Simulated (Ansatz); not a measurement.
## Tc of ScAl3 (Pm-3m) from its phonons

Aim: the phonon-mediated transition temperature of ScAl3 (Pm-3m) at ambient pressure, over a range of μ*. The cell shown first is a relaxed one, from steps not shown here.

Calculated with Ansatz 0.2.0; DFT PBE, scalar-relativistic, plane waves, PAW.

## Step 1: The cell after earlier relaxation steps

Symmetry: Pm-3m, No. 221, cubic system. The conventional cell has a = 4.106 Å, b = 4.106 Å, c = 4.106 Å, α = 90.00°, β = 90.00°, γ = 90.00°. Nearest to Sc lie 12 Al at 2.90 Å. Al has 4 Sc at 2.90 Å and 8 Al at 2.90 Å nearest. Farther neighbours are not listed.

Structure file:

```cif
data_structure
_symmetry_space_group_name_H-M 'Pm-3m'
_symmetry_Int_Tables_number 221
_cell_length_a 4.1064
_cell_length_b 4.1064
_cell_length_c 4.1064
_cell_angle_alpha 90.000
_cell_angle_beta 90.000
_cell_angle_gamma 90.000
_cell_volume 69.24
loop_
_atom_site_label
_atom_site_type_symbol
_atom_site_symmetry_multiplicity
_atom_site_Wyckoff_symbol
_atom_site_fract_x
_atom_site_fract_y
_atom_site_fract_z
_atom_site_occupancy
Sc1 Sc 1 a 0.00000 0.00000 0.00000 1
Al1 Al 3 c 0.50000 0.00000 0.50000 1
```

## Step 2: Resistivity: q 2×2×2, k 6×6×6, scattering 8×8×8

The run that gives the couplings also evaluates McMillan's and Allen and Dynes's formulas and, where asked, the Eliashberg equations, over a range of μ*.

The input, input.yaml:

```yaml
crystal:
  lattice:
    - [4.1063592485, 0.0, 0.0]
    - [0.0, 4.1063592485, 0.0]
    - [0.0, 0.0, 4.1063592485]
  atoms:
    - { symbol: Sc, position: [0.0, 0.0, 0.0] }
    - { symbol: Al, position: [0.5, 0.0, 0.5] }
    - { symbol: Al, position: [0.0, 0.5, 0.5] }
    - { symbol: Al, position: [0.5, 0.5, 0.0] }
kpoints:
  mp_grid: { grid: [6, 6, 6] }
hamiltonian:
  xc: pbe
scf:
  occupations: { method: methfessel_paxton, width: 0.2 }
output:
  eigenvalues: true
phonons:
  method: dfpt
  qmesh: [2, 2, 2]
  temperatures: { t_max: 1000, t_step: 50 }
  qpath:
    path:
      - [[0.0, 0.0, 0.0], [0.0, 0.5, 0.0], [0.5, 0.5, 0.0], [0.0, 0.0, 0.0], [0.5, 0.5, 0.5], [0.0, 0.5, 0.0]]
      - [[0.5, 0.5, 0.5], [0.5, 0.5, 0.0]]
    npoints: 10
  electrical_resistivity:
    mesh: [8, 8, 8]
    temperatures: [20.0, 50.0, 77.0, 100.0, 150.0, 200.0, 300.0, 400.0, 600.0, 800.0]
  superconductivity: { mesh: [8, 8, 8] }
```

The run is started by

```
> ansatz run input.yaml --threads 4 --pin off --max-ram 10240MiB --backend cpu --events-out ev --progress --plain --runs-dir out
```

Numbers of over 12 decimals in the logs are rounded to 6 here.

What it wrote:

```text
Engine: ansatz 0.2.0, aarch64-unknown-linux-gnu
Pseudopotentials: kind: paw
Pseudopotential: Sc, paw, valence charge 11, recommended cutoff 420 eV (normal), Sc.paw.azcp
Pseudopotential: Al, paw, valence charge 3, recommended cutoff 420 eV (normal), Al.paw.azcp
Functional definition: PBE
  parameter kappa = 0.804
  parameter beta = 0.066725
  exchange = pbe_x(kappa = kappa, mu = beta*pi^2/3)
  correlation = pbe_c(beta = beta)
Crystal: 4 atoms, lattice volume = 69.242 Å³
Basis set: ecut = 420 eV, 1357 PW (Γ), exchange–correlation on 60×60×60 points (8 copies of the dense FFT grid, shifted against one another)
Bands: 14, of which v1, the nominal top of the filled ones, is band 10 counted from 1 (9 counted from 0)
Symmetry: 48 space group operations
k-points: 20 of 216
Non-local potential: Sc, projectors of the file, l = 0: 3, l = 1: 2, l = 2: 3, l = 3: 1
Non-local potential: Al, projectors of the file, l = 0: 2, l = 1: 2, l = 2: 1
PAW form: soft (Blöchl's): semilocal exchange-correlation on the pseudo side does not see the compensation charge
PAW one-centre angular grid: Sc, 590 points (default); XC on 64 Gauss nodes
PAW one-centre angular grid: Al, 110 points (default); XC on 64 Gauss nodes
Initial density: superposition of atomic densities (neutral atoms: chi_scale 0, normalization atom), corrected by the library's trained network
Initial wavefunctions: pseudopotential atomic-orbital guess
Functional: x = pbe(κ = 0.804, μ = 0.219515), c = pbe(β = 0.066725)
SCF iter   1: F=—  HF=-3750.123058 eV  |F-HF|=—  |Δ(HF+E_count)|=         —  Δρ=2.35e-3  dr2=1.04e-2  ethr=1.77e-3  ⟨swp⟩=5.5  Hψ=3524  notcnv=0
automatic band count: the SCF goes on with 18 bands, as 14 were too few: they end inside the smearing window of the response
preconditioner: auto → Kerker (q_TF=auto, 2.218 Å⁻¹)  [metal: Δε(μ)=0.111 eV  Ē_g=6.844 eV  σ=0.200 eV  W_gap=0.42  n_scr=18 (ndim 8)  ℏωp=15.5 eV  f_vac=0.000  D(μ)=2.34/eV (n_scr^D=18)]
SCF iter   2: F=—  HF=-3750.121258 eV  |F-HF|=—  |Δ(HF+E_count)|=   1.80e-3  S|Δr|=    0.00e0  Δρ=1.18e-3  dr2=1.87e-3  ethr=5.22e-5  ⟨swp⟩=1.0  Hψ=520  notcnv=0
SCF iter   3: F=—  HF=-3750.120888 eV  |F-HF|=—  |Δ(HF+E_count)|=   3.69e-4  S|Δr|=    0.00e0  Δρ=4.77e-4  dr2=3.60e-4  ethr=9.33e-6  ⟨swp⟩=1.4  Hψ=375  notcnv=0
SCF iter   4: F=—  HF=-3750.120804 eV  |F-HF|=—  |Δ(HF+E_count)|=   8.46e-5  S|Δr|=    0.00e0  Δρ=8.19e-5  dr2=5.05e-6  ethr=1.80e-6  ⟨swp⟩=2.2  Hψ=435  notcnv=0
SCF iter   5: F=—  HF=-3750.120801 eV  |F-HF|=—  |Δ(HF+E_count)|=   3.16e-6  S|Δr|=    0.00e0  Δρ=1.59e-5  dr2=1.06e-7  ethr=2.52e-8  ⟨swp⟩=2.1  Hψ=431  notcnv=0
SCF iter   6: F=—  HF=-3750.120802 eV  |F-HF|=—  |Δ(HF+E_count)|=   1.79e-6  S|Δr|=    0.00e0  Δρ=1.83e-6  dr2=1.35e-9  ethr=5.29e-10  ⟨swp⟩=2.8  Hψ=547  notcnv=0
SCF iter   7: F=—  HF=-3750.120802 eV  |F-HF|=—  |Δ(HF+E_count)|=  4.82e-10  S|Δr|=    0.00e0  Δρ=3.54e-7  dr2=1.19e-10  ethr=6.74e-12  ⟨swp⟩=2.0  Hψ=479  notcnv=0
SCF iter   8: F=-3750.120802 eV  HF=-3750.120802 eV  |F-HF|=0.00e0  |Δ(HF+E_count)|=  1.41e-11  S|Δr|=    0.00e0  Δρ=3.21e-8  dr2=4.86e-13  ethr=1.00e-12  ⟨swp⟩=7.2  Hψ=1818  notcnv=0
SCF 1 converged in 8 iterations: F = -3750.120802 eV  dr2 = 4.86e-13
  greatest PAW one-centre occupation: 0.998 electrons in one spin orbital (limit 2), on the Sc atom at site 0 (counted from 0), in its partial waves of l = 0
Initial density: read from a saved state, or passed on in memory by an earlier SCF of this step, an earlier step, the calling program or the single point that the run made first
iter 1 solved again at ethr=1.01e-8 eV; its pass at ethr=3.10e-3 eV (dr2=2.01e-6 eV) is discarded
SCF iter   1: F=—  HF=-3750.120803 eV  |F-HF|=—  |Δ(HF+E_count)|=         —  Δρ=1.10e-7  dr2=4.23e-12  ethr=1.01e-8  ⟨swp⟩=3.2  Hψ=2367  notcnv=0
eigensolver tolerance schedule: the retry pair's looser diagonalisation over-reported the residual by 476060.23 of it (diagonalisation noise at an unbounded share of the residual, at the tolerance the schedule requests for it); recorded, not acted on — ethr = c·dr2/N_el stays at c = 1.0e-1
preconditioner: auto → Kerker (q_TF=auto, 2.218 Å⁻¹)  [metal: Δε(μ)=0.102 eV  Ē_g=5.525 eV  σ=0.200 eV  W_gap=0.38  n_scr=18 (ndim 8)  ℏωp=15.5 eV  f_vac=0.000  D(μ)=2.24/eV (n_scr^D=18)]
SCF iter   2: F=-3750.120802 eV  HF=-3750.120802 eV  |F-HF|=4.55e-13  |Δ(HF+E_count)|=   9.05e-8  S|Δr|=    0.00e0  Δρ=6.54e-8  dr2=2.33e-12  ethr=1.00e-12  ⟨swp⟩=3.8  Hψ=863  notcnv=0
SCF 2 converged in 2 iterations: F = -3750.120802 eV  dr2 = 2.33e-12
phonons: the bands overlap, so this run is a metal and interpolates without the dipole-dipole term. If the crystal is really an insulator or semiconductor, its LO-TO splitting is missing
NSCF: frozen V_eff on 20 k-points
NSCF: frozen V_eff on 64 k-points
DFPT response loops at q = (0, 0, 0) (fractional): preconditioner auto → Kerker (q_TF=auto, 2.218 Å⁻¹) (partly filled bands, converged f_vac=0.000); β = 1.00, the filter's whole step (`scf.mixing.beta` (0.50) is not read by the response loops under this deck's `scf.mixing.preconditioner`; to damp them name `kerker` or `kerker_dos`, under which they read `scf.mixing.beta`, and type it under 1.00, their step now; both keys bind the ground state too); Broyden in place of MSR1
NSCF: frozen V_eff on 128 k-points
DFPT response loops at q = (0, 0, -0.5) (fractional): mixed as the last ones told, above
NSCF: frozen V_eff on 128 k-points
DFPT response loops at q = (0, -0.5, -0.5) (fractional): mixed as the last ones told, above
NSCF: frozen V_eff on 128 k-points
DFPT response loops at q = (-0.5, -0.5, -0.5) (fractional): mixed as the last ones told, above
Bands: 18, of which v1, the nominal top of the filled ones, is band 10 counted from 1 (9 counted from 0)
SCF iter   1: F=—  HF=-3750.123058 eV  |F-HF|=—  |Δ(HF+E_count)|=         —  Δρ=2.35e-3  dr2=1.04e-2  ethr=1.77e-3  ⟨swp⟩=5.5  Hψ=1961  notcnv=0
SCF iter   2: F=—  HF=-3750.121258 eV  |F-HF|=—  |Δ(HF+E_count)|=   1.80e-3  S|Δr|=    0.00e0  Δρ=1.18e-3  dr2=1.87e-3  ethr=5.22e-5  ⟨swp⟩=1.0  Hψ=520  notcnv=0
SCF iter   3: F=—  HF=-3750.120888 eV  |F-HF|=—  |Δ(HF+E_count)|=   3.69e-4  S|Δr|=    0.00e0  Δρ=4.77e-4  dr2=3.60e-4  ethr=9.33e-6  ⟨swp⟩=1.4  Hψ=375  notcnv=0
SCF iter   4: F=—  HF=-3750.120804 eV  |F-HF|=—  |Δ(HF+E_count)|=   8.46e-5  S|Δr|=    0.00e0  Δρ=8.19e-5  dr2=5.05e-6  ethr=1.80e-6  ⟨swp⟩=2.2  Hψ=435  notcnv=0
SCF iter   5: F=—  HF=-3750.120801 eV  |F-HF|=—  |Δ(HF+E_count)|=   3.16e-6  S|Δr|=    0.00e0  Δρ=1.59e-5  dr2=1.06e-7  ethr=2.52e-8  ⟨swp⟩=2.1  Hψ=431  notcnv=0
[...]
77.00     5.1960e-1              no     5.1960e-1     5.1960e-1     5.1960e-1       6.9896e-1         5.4136e-1
    100.00      1.1837e0              no      1.1837e0      1.1837e0      1.1837e0        1.4307e0          1.2066e0
    150.00      3.0994e0              no      3.0994e0      3.0994e0      3.0994e0        3.3618e0          3.1307e0
    200.00      5.1331e0              no      5.1331e0      5.1331e0      5.1331e0        5.3773e0          5.1852e0
    300.00      8.9896e0              no      8.9896e0      8.9896e0      8.9896e0        9.2454e0          9.0892e0
    400.00      1.2569e1              no      1.2569e1      1.2569e1      1.2569e1        1.2871e1          1.2712e1
    600.00      1.9237e1              no      1.9237e1      1.9237e1      1.9237e1        1.9660e1          1.9454e1
    800.00      2.5588e1              no      2.5588e1      2.5588e1      2.5588e1        2.6132e1          2.5865e1
  mean free path at 20 K (of a tensor a third of its trace): 262559 nm by what each carries, 159550 by the Fermi surface alone
  Hall coefficient in a weak field at 20 K (a third of the trace): -4.320e-10 m³/C (how far it moves between the two finest meshes is not known); by each state's relaxation time: -8.194e-10 m³/C; by a constant relaxation time: -2.767e-10 m³/C
  mean free path at 50 K (of a tensor a third of its trace): 1931 nm by what each carries, 1517 by the Fermi surface alone
  Hall coefficient in a weak field at 50 K (a third of the trace): -2.459e-10 m³/C (how far it moves between the two finest meshes is not known); by each state's relaxation time: -2.858e-10 m³/C; by a constant relaxation time: -2.764e-10 m³/C
  mean free path at 77 K (of a tensor a third of its trace): 345 nm by what each carries, 275 by the Fermi surface alone
  Hall coefficient in a weak field at 77 K (a third of the trace): -2.391e-10 m³/C (how far it moves between the two finest meshes is not known); by each state's relaxation time: -2.574e-10 m³/C; by a constant relaxation time: -2.764e-10 m³/C
  mean free path at 100 K (of a tensor a third of its trace): 147 nm by what each carries, 121 by the Fermi surface alone
  Hall coefficient in a weak field at 100 K (a third of the trace): -2.321e-10 m³/C (how far it moves between the two finest meshes is not known); by each state's relaxation time: -2.489e-10 m³/C; by a constant relaxation time: -2.763e-10 m³/C
  mean free path at 150 K (of a tensor a third of its trace): 53.5 nm by what each carries, 46.0 by the Fermi surface alone
  Hall coefficient in a weak field at 150 K (a third of the trace): -2.226e-10 m³/C (how far it moves between the two finest meshes is not known); by each state's relaxation time: -2.395e-10 m³/C; by a constant relaxation time: -2.761e-10 m³/C
  mean free path at 200 K (of a tensor a third of its trace): 31.7 nm by what each carries, 27.8 by the Fermi surface alone
  Hall coefficient in a weak field at 200 K (a third of the trace): -2.202e-10 m³/C (how far it moves between the two finest meshes is not known); by each state's relaxation time: -2.363e-10 m³/C; by a constant relaxation time: -2.761e-10 m³/C
  mean free path at 300 K (of a tensor a third of its trace): 17.9 nm by what each carries, 15.9 by the Fermi surface alone
  Hall coefficient in a weak field at 300 K (a third of the trace): -2.212e-10 m³/C (how far it moves between the two finest meshes is not known); by each state's relaxation time: -2.363e-10 m³/C; by a constant relaxation time: -2.768e-10 m³/C
  mean free path at 400 K (of a tensor a third of its trace): 12.8 nm by what each carries, 11.4 by the Fermi surface alone
  Hall coefficient in a weak field at 400 K (a third of the trace): -2.232e-10 m³/C (how far it moves between the two finest meshes is not known); by each state's relaxation time: -2.378e-10 m³/C; by a constant relaxation time: -2.781e-10 m³/C
  mean free path at 600 K (of a tensor a third of its trace): 8.34 nm by what each carries, 7.42 by the Fermi surface alone
  Hall coefficient in a weak field at 600 K (a third of the trace): -2.269e-10 m³/C (how far it moves between the two finest meshes is not known); by each state's relaxation time: -2.413e-10 m³/C; by a constant relaxation time: -2.816e-10 m³/C
  mean free path at 800 K (of a tensor a third of its trace): 6.26 nm by what each carries, 5.58 by the Fermi surface alone
  Hall coefficient in a weak field at 800 K (a third of the trace): -2.312e-10 m³/C (how far it moves between the two finest meshes is not known); by each state's relaxation time: -2.455e-10 m³/C; by a constant relaxation time: -2.860e-10 m³/C
  the resistivity times a path that all electrons share, by the Fermi surface of the deck's mesh alone (a third of the trace): 1.427e-15 Ω·m²
  not converged in the mesh (λ; λ_tr; the resistivity at 20 K by 57.65 %; the resistivity at 50 K by 219.99 %; the resistivity at 77 K by 206.38 %; the resistivity at 100 K by 196.62 %; the resistivity at 150 K by 179.68 %; the resistivity at 200 K by 160.83 %; the resistivity at 300 K by 129.40 %; the resistivity at 400 K by 110.14 %; the resistivity at 600 K by 88.55 %; the resistivity at 800 K by 75.75 %): between [...]
  vibrations of 8 cells: unjudged by the run; compare a larger repeat
  the changes of the potential over all sites missed a rigid shift's by 0.00 % (the site terms' by 0.03 %)
  at the force constants' own smearing the fine mesh and the k-points of their solves give squared frequencies that differ by 17.9 % of the larger at the most, at (0, 0, -0.5)
--- Superconductivity: potentials and phonons of a 2×2×2 supercell ---
           mesh         λ    ħω_log (meV)  μ* declared at (meV)
          8×8×8    0.2174          27.758               30.071
          4×4×4    0.4456          28.189               30.319
  λ by the species' shares of the modes' patterns: Sc 0.0601, Al 0.1573
  with the Fermi level up to 41.7 meV (the hardest mode) off, states and modes as they are: density of states 0.6622 to 1.0064 /eV of one spin and cell, λ 0.2138 to 0.3417
  transition temperature on the deck's mesh (K), isotropic and anisotropic, restricted to the Fermi surface (FSR) and over the full bandwidth (FBW), and the last with the density of states resolved in a narrower window:
        μ*   McMillan   Allen–Dynes      iso. FSR      iso. FBW    aniso. FSR    aniso. FBW  narrow window
      0.08      0.012         0.012    none_found    none_found    none_found    none_found     none_found
      0.10      0.001         0.001    none_found    none_found    none_found    none_found     none_found
      0.12      0.000         0.000    none_found    none_found    none_found    none_found     none_found
      0.13      0.000         0.000    none_found    none_found    none_found    none_found     none_found
      0.14      0.000         0.000    none_found    none_found    none_found    none_found     none_found
      0.16      0.000         0.000    none_found    none_found    none_found    none_found     none_found
      0.20          -             -    none_found    none_found    none_found    none_found     none_found
  none_found: no transition down to 0.1 K
  isotope coefficients −∂ln Tc/∂ln M under μ* = 0.13, the force constants as they are, of the isotropic transitions restricted to the Fermi surface and over the full bandwidth: Sc - and -, Al - and -
  not converged in the mesh (λ, the transition temperature): between neighbouring meshes, the two finest first, λ moves by 105.01 % and the anisotropic transition temperature over the full bandwidth at μ* = 0.13 by (not known); converged means that the two finest part by at most 2.00 % and 5.00 %
  vibrations of 8 cells: unjudged by the run; compare a larger repeat
  the changes of the potential over all sites missed a rigid shift's by 0.00 % (the site terms' by 0.03 %)
  at the force constants' own smearing the fine mesh and the k-points of their solves give squared frequencies that differ by 17.9 % of the larger at the most, at (0, 0, -0.5)
[key lines of the parts left out:]
SCF converged after 8 iterations
Free energy (F): -3750.120802 eV
Fermi energy:    9.225016 eV
```

Run time: 2 min. Hardware: 4 threads of Arm Neoverse V2, shared host; peak memory 2.9 GiB; 7.6 min of CPU time.

Reading the cycles: dr2 is the Hartree energy of the density residual (eV), the measure of convergence; HF is the Harris–Foulkes estimate of the energy, which meets the free energy F at convergence.

Numbers from this step:

```yaml
volume_per_atom: 17.31 Å³
metallic_on_mesh: yes
gap_on_the_k_mesh: 0 eV
zero_point_energy: 0.1722 eV/cell
share_of_imaginary_modes_in_the_plain_interpolation_between_solved_wavevectors: 0
highest_frequency_solved_or_plainly_interpolated: 329.9 cm⁻¹
debye_temperature_second_moment: 443 K
resistivity_at_300_k: 8.99 μΩ cm
coupling_constant_lambda: 0.2174
density_of_states_at_the_fermi_level: 0.6656 states/eV a spin and cell
log_mean_phonon_energy_omega_log: 27.76 meV
transport_coupling_constant_lambda_tr: 0.2248, 0.2248, 0.2248 (xx, yy, zz)
drude_plasma_energy: 5.402, 5.402, 5.402 eV (xx, yy, zz)
resistivity_times_mean_free_path: 14.27, 14.27, 14.27 × 10⁻¹⁶ Ω m² (xx, yy, zz)
second_moment_phonon_energy_omega: 30.07 meV
```

An empty cell: under 1 mK by a formula, or no transition down to the floor of the Eliashberg search. Transition temperatures:

| μ* | McMillan Tc (K) | Allen–Dynes Tc (K) |
| --- | --- | --- |
| 0.08 | 0.0122 | 0.0122 |
| 0.1 | 0.00137 | 0.00138 |
| 0.12 | - | - |
| 0.13 | - | - |
| 0.14 | - | - |
| 0.16 | - | - |
| 0.2 | - | - |

(Part 1 of 2 ends here.)

[Logs are printed without paths, hosts, clocks, repeated set-up lines and the standing remarks that a program may print on its own settings, such as how far it seeks lower states.]

[Hosts, paths, dates, database ids (printed as entryN), source tags and the programs' standing remarks are cut or masked in the printed files.]
